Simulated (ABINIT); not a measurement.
# A GW chain in ABINIT: MgS (F-43m)

How does a plane-wave GW calculation on MgS (F-43m) run from the first input to the gap?

Program: ABINIT 10.8.3. Level of theory: LDA and many-body steps on it, plane waves. Results are calculated unless marked as measured.

Report form: the programs' logs are mostly left out.

## Step 1: The structure

It takes space group F-43m (No. 216, cubic). Conventional cell: a = 5.666 Å, b = 5.666 Å, c = 5.666 Å, α = 90.00°, β = 90.00°, γ = 90.00°. Nearest to Mg lie 4 S at 2.45 Å. Nearest to S lie 4 Mg at 2.45 Å. Farther neighbours and most contacts between anions are not listed.

The cell and positions are those that the Materials Project relaxed with its own functionals (PBE, PBE+U or r2SCAN), kept fixed. This is not the form that MgS usually takes at ambient conditions.

## Step 2: Ground state

This step: ABINIT 10.8.3; DFT, LDA, plane waves, norm-conserving pseudopotentials.

The ground-state density comes first.

run.abi

```
acell 3*1.0 Angstrom
rprim 
  -0.000000000000 2.833120046800 2.833120046800
  2.833120046800 0.000000000000 2.833120046800
  2.833120046800 2.833120046800 -0.000000000000
ntypat 2
znucl 12 16
natom 2
typat 1 2
xred 
  0.000000000000 0.000000000000 0.000000000000
  0.750000000000 0.750000000000 0.750000000000
pp_dirpath "pseudos"
pseudos "Mg.upf, S.upf"
ecut 38
ngkpt 6 6 6
nshiftk 1
shiftk 0 0 0
kptopt 1
chksymbreak 0
nband 13
occopt 1
tolvrs 1e-10
nstep 60
prtwf 0
optforces 0
optstress 0
indata_prefix "in"
outdata_prefix "out"
tmpdata_prefix "tmp"
```

Run with:

```console
> OMP_NUM_THREADS=1 mpirun -n 4 abinit run.abi > log
```

It took 7.7 s on 4 MPI ranks of Intel Xeon Platinum 8488C (Sapphire Rapids), shared host; peak memory 0.35 GiB.

Numbers from this step:

```
total energy               : -1916.8373 eV
gap                        : 3.165 eV
k of the valence top       : 0, 0, 0
k of the conduction bottom : 0, 0, 0
least direct gap           : 3.165 eV
```

The gap is direct, at Γ.

## Step 3: Bands along the symmetry lines

Levels along a band path, at the cheap level, show where the edges lie and whether the meshes to come will hold them.

run.abi

```
acell 3*1.0 Angstrom
rprim 
  -0.000000000000 2.833120046800 2.833120046800
  2.833120046800 0.000000000000 2.833120046800
  2.833120046800 2.833120046800 -0.000000000000
ntypat 2
znucl 12 16
natom 2
typat 1 2
xred 
  0.000000000000 0.000000000000 0.000000000000
  0.750000000000 0.750000000000 0.750000000000
pp_dirpath "pseudos"
pseudos "Mg.upf, S.upf"
ecut 38
iscf -2
irdden 1
kptopt 0
nkpt 50
kpt 
  0.00000000 0.00000000 0.00000000
  -0.06250000 -0.06250000 0.00000000
  -0.12500000 -0.12500000 0.00000000
  -0.18750000 -0.18750000 0.00000000
  -0.25000000 -0.25000000 0.00000000
  -0.31250000 -0.31250000 0.00000000
  -0.37500000 -0.37500000 0.00000000
  -0.43750000 -0.43750000 0.00000000
  -0.50000000 -0.50000000 0.00000000
  -0.48437500 -0.48437500 0.03125000
  -0.46875000 -0.46875000 0.06250000
  -0.45312500 -0.45312500 0.09375000
  -0.43750000 -0.43750000 0.12500000
  -0.42187500 -0.42187500 0.15625000
  -0.40625000 -0.40625000 0.18750000
  -0.39062500 -0.39062500 0.21875000
  -0.37500000 -0.37500000 0.25000000
  -0.37500000 0.00000000 0.37500000
  -0.32812500 0.00000000 0.32812500
  -0.28125000 0.00000000 0.28125000
  -0.23437500 0.00000000 0.23437500
  -0.18750000 0.00000000 0.18750000
  -0.14062500 0.00000000 0.14062500
  -0.09375000 0.00000000 0.09375000
  -0.04687500 0.00000000 0.04687500
  0.00000000 0.00000000 0.00000000
  0.00000000 0.00000000 0.06250000
  0.00000000 0.00000000 0.12500000
  0.00000000 0.00000000 0.18750000
  0.00000000 0.00000000 0.25000000
  0.00000000 0.00000000 0.31250000
  0.00000000 0.00000000 0.37500000
  0.00000000 0.00000000 0.43750000
  0.00000000 0.00000000 0.50000000
  -0.06250000 -0.03125000 0.46875000
  -0.12500000 -0.06250000 0.43750000
  -0.18750000 -0.09375000 0.40625000
  -0.25000000 -0.12500000 0.37500000
  -0.31250000 -0.15625000 0.34375000
  -0.37500000 -0.18750000 0.31250000
  -0.43750000 -0.21875000 0.28125000
  -0.50000000 -0.25000000 0.25000000
  -0.50000000 -0.28125000 0.21875000
  -0.50000000 -0.31250000 0.18750000
  -0.50000000 -0.34375000 0.15625000
  -0.50000000 -0.37500000 0.12500000
  -0.50000000 -0.40625000 0.09375000
  -0.50000000 -0.43750000 0.06250000
  -0.50000000 -0.46875000 0.03125000
  -0.50000000 -0.50000000 0.00000000
istwfk *1
nband 15
nbdbuf 2
tolwfr 1e-08
nstep 40
prtwf 0
prtvol 0
indata_prefix "in"
outdata_prefix "out"
tmpdata_prefix "tmp"
```

The job ended after 10 s (4 MPI ranks; peak memory 0.33 GiB).

Numbers from this step:

```yaml
gap: 3.165 eV
k_of_the_valence_top: 0, 0, 0
k_of_the_conduction_bottom: 0, 0, 0
least_direct_gap: 3.165 eV
```

The gap is 3.165 eV, as in the run before at this level.

The electronic bands at the labelled points (eV, zero at the top of the highest filled band; v1 is the highest filled band, c1 the lowest empty one):

| point | v4 | v3 | v2 | v1 | c1 | c2 | c3 | c4 |
| --- | --- | --- | --- | --- | --- | --- | --- | --- |
| Γ | -11.25 | 0.00 | 0.00 | 0.00 | 3.17 | 7.74 | 7.74 | 7.74 |
| halfway | -10.82 | -1.80 | -0.58 | -0.58 | 4.93 | 6.29 | 8.20 | 9.26 |
| X | -10.33 | -2.88 | -1.05 | -1.05 | 3.66 | 5.42 | 10.85 | 12.00 |
| halfway | -10.32 | -2.79 | -1.37 | -1.00 | 3.99 | 5.81 | 10.31 | 11.13 |
| U | -10.34 | -2.55 | -1.92 | -0.83 | 4.62 | 6.77 | 9.33 | 9.96 |
| jump to K | -10.34 | -2.55 | -1.92 | -0.83 | 4.62 | 6.77 | 9.33 | 9.96 |
| halfway | -10.79 | -2.08 | -0.88 | -0.16 | 5.58 | 7.05 | 7.54 | 8.36 |
| Γ | -11.25 | 0.00 | 0.00 | 0.00 | 3.17 | 7.74 | 7.74 | 7.74 |
| halfway | -10.93 | -1.91 | -0.18 | -0.18 | 4.71 | 7.56 | 7.96 | 7.96 |
| L | -10.55 | -3.20 | -0.33 | -0.33 | 4.85 | 7.45 | 7.45 | 8.36 |
| halfway | -10.44 | -2.85 | -1.33 | -0.66 | 5.85 | 6.26 | 8.51 | 8.67 |
| W | -10.32 | -2.36 | -1.88 | -1.36 | 5.35 | 7.70 | 7.98 | 8.30 |
| halfway | -10.32 | -2.70 | -1.39 | -1.22 | 4.35 | 6.14 | 9.79 | 9.94 |
| X | -10.33 | -2.88 | -1.05 | -1.05 | 3.66 | 5.42 | 10.85 | 12.00 |

## Step 4: Empty states on the mesh, 4×4×4 mesh, 42 bands

The sums over transitions need many empty states on a uniform mesh; this step solves for them.

run.abi

```
acell 3*1.0 Angstrom
rprim 
  -0.000000000000 2.833120046800 2.833120046800
  2.833120046800 0.000000000000 2.833120046800
  2.833120046800 2.833120046800 -0.000000000000
ntypat 2
znucl 12 16
natom 2
typat 1 2
xred 
  0.000000000000 0.000000000000 0.000000000000
  0.750000000000 0.750000000000 0.750000000000
pp_dirpath "pseudos"
pseudos "Mg.upf, S.upf"
ecut 38
ngkpt 4 4 4
nshiftk 1
shiftk 0 0 0
kptopt 1
chksymbreak 0
iscf -2
irdden 1
istwfk *1
nband 42
nbdbuf 4
tolwfr 1e-09
nstep 60
prtvol 0
indata_prefix "in"
outdata_prefix "out"
tmpdata_prefix "tmp"
```

It took 6.5 s on 4 MPI ranks; peak memory 0.31 GiB; 24 s of CPU time.

This step gave:

```
gap                                                           : 3.165 eV
k of the valence top                                          : 0, 0, 0
k of the conduction bottom                                    : 0, 0, 0
least direct gap                                              : 3.165 eV
k points computed                                             : 8
lowest point of the top converged band, above the valence top : 37.95 eV
```

On this mesh the gap is 3.165 eV.

## Step 5: Screening, 4×4×4 mesh, 38 bands, screening to 106.1 eV

The RPA dielectric matrix is built and inverted for each q.

This step: RPA screening on LDA, plane waves, norm-conserving pseudopotentials.

Changes to run.abi since step 4:

```diff
@@ -20,10 +20,11 @@
 chksymbreak 0
-iscf -2
-irdden 1
 istwfk *1
-nband 42
-nbdbuf 4
-tolwfr 1e-09
-nstep 60
-prtvol 0
+occopt 1
+irdwfk 1
+optdriver 3
+nband 38
+ecuteps 3.9
+inclvkb 2
+awtr 1
+symchi 1
 indata_prefix "in"
```

The job ended after 6 s (4 MPI ranks; peak memory 0.52 GiB).

Numbers from this step:

```
ε∞ with local fields, on this mesh, along the program's q direction : 4.397
the same without local fields                                       : 5.175
plasma frequency                                                    : 22.02 eV
plane waves in the screening matrix                                 : 113
```

Local fields lower ε∞ by 15 %. On a Γ-centred mesh this coarse the value itself is usually too large, while a short band sum pulls it down.

## Step 6: Self-energy, 4×4×4 mesh, 38 bands, screening to 106.1 eV

The self-energy is evaluated for the states that the input lists, and the levels follow from it, in one-shot runs by the linearised quasiparticle equation.

This step: G0W0 on LDA, plane waves, norm-conserving pseudopotentials.

Changes to run.abi since step 5:

```diff
@@ -23,8 +23,15 @@
 irdwfk 1
-optdriver 3
+optdriver 4
 nband 38
+gwcalctyp 0
+ecutsigx 38
+symsigma 1
+nkptgw 1
+kptgw 
+  0.0000000000 0.0000000000 0.0000000000
+bdgw 
+  6 12
 ecuteps 3.9
-inclvkb 2
-awtr 1
-symchi 1
+irdscr 1
+ppmodel 1
 indata_prefix "in"
```

The job ended after 3 s (4 MPI ranks; peak memory 0.16 GiB).

Numbers from this step:

```
G0W0 gap on the points computed              : 4.922 eV
starting gap on the mesh                     : 3.165 eV
k of the valence top                         : 0, 0, 0
k of the conduction bottom                   : 0, 0, 0
Z at the valence top                         : 0.781
Z at the conduction bottom                   : 0.818
least direct G0W0 gap on the computed points : 4.922 eV
```

The gap on the mesh goes from 3.17 eV to 4.92 eV, a correction of +1.76 eV.

Limits: finite bands, cutoff and mesh; coarse k mesh. v1 is the top filled band, c1 the lowest empty one. The levels before and after the correction (eV, zero at the valence-band top of each column):

|  | conduction bottom | valence top |
| --- | --- | --- |
| Kohn-Sham | 3.17 | 0.00 |
| G0W0 | 4.92 | 0.00 |

|  | level | energy (eV) |
| --- | --- | --- |
| Kohn-Sham | Γ v3-v1 | 0.000 |
| Kohn-Sham | Γ c1 | 3.165 |
| Kohn-Sham | Γ c2-c4 | 7.736 |
| G0W0 | Γ v3-v1 | 0.000 |
| G0W0 | Γ c1 | 4.922 |
| G0W0 | Γ c2-c4 | 10.002 |

## Step 7: Where the time went

Times are wall times on 4 MPI ranks of Intel Xeon Platinum 8488C (Sapphire Rapids), shared host, good to a factor of about two.

| step | time | share | memory (GiB) |
| --- | --- | --- | --- |
| ground state | 7.7 s | 23 % | 0.35 |
| bands along the symmetry lines | 10 s | 30 % | 0.33 |
| empty states on the mesh | 6.5 s | 20 % | 0.31 |
| screening | 6 s | 18 % | 0.52 |
| self-energy | 3 s | 9 % | 0.16 |

## Step 8: Summary of results

```json
{
 "LDA gap": "3.17 eV, direct",
 "G0W0 gap on the mesh": "4.92 eV",
 "GW settings": "4×4×4 mesh, 38 bands, screening to 106.1 eV, Godby-Needs plasmon pole",
 "known limits": "not at the basis limit; coarse k mesh"
}
```

In words: G0W0 moves the gap on the mesh from 3.17 eV to 4.92 eV (+1.76 eV), with Z of 0.78 and 0.82 at the edges. Local fields lower the RPA ε∞ on this mesh from 5.17 to 4.40; a Γ-centred mesh this coarse tends to raise both, most where the direct gap is narrow, while a short band sum lowers them. Only 1 of the mesh's irreducible points was corrected, so a valley elsewhere could overtake. Bands and cutoff are finite, so the gap is not at the basis limit. The miss can reach some tenths of an eV and take either sign; the mesh is an error of its own. In the G0W0 run levels were corrected at 1 k point alone, so a gap called «on the mesh» is the least over those, and an edge elsewhere would be missed. The 4×4×4 mesh is coarse for this cell, which bears on the long-range parts of exchange and screening.

[Paths, hosts, dates, memory and timing lines, banners, echoed tables and standing remarks are left out of the program output.]

[Logs are printed without paths, hosts, clocks, repeated set-up lines and the standing remarks that a program may print on its own settings, such as how far it seeks lower states.]

[Runs of the session that timed out or met a known fault of the program may be left out.]

[Hosts, paths, dates, database ids (printed as entryN), source tags and the programs' standing remarks are cut or masked in the printed files.]

[G0W0 gaps are taken among the corrected bands and points alone; a level outside them can change the order at an edge.]

[Where Ansatz stands beside ABINIT at settings called matched, ABINIT's density can come from a denser mesh and the files from another edition; pairs whose starting gaps differed by over 0.03 eV were left out, so agreement reads better than it is.]
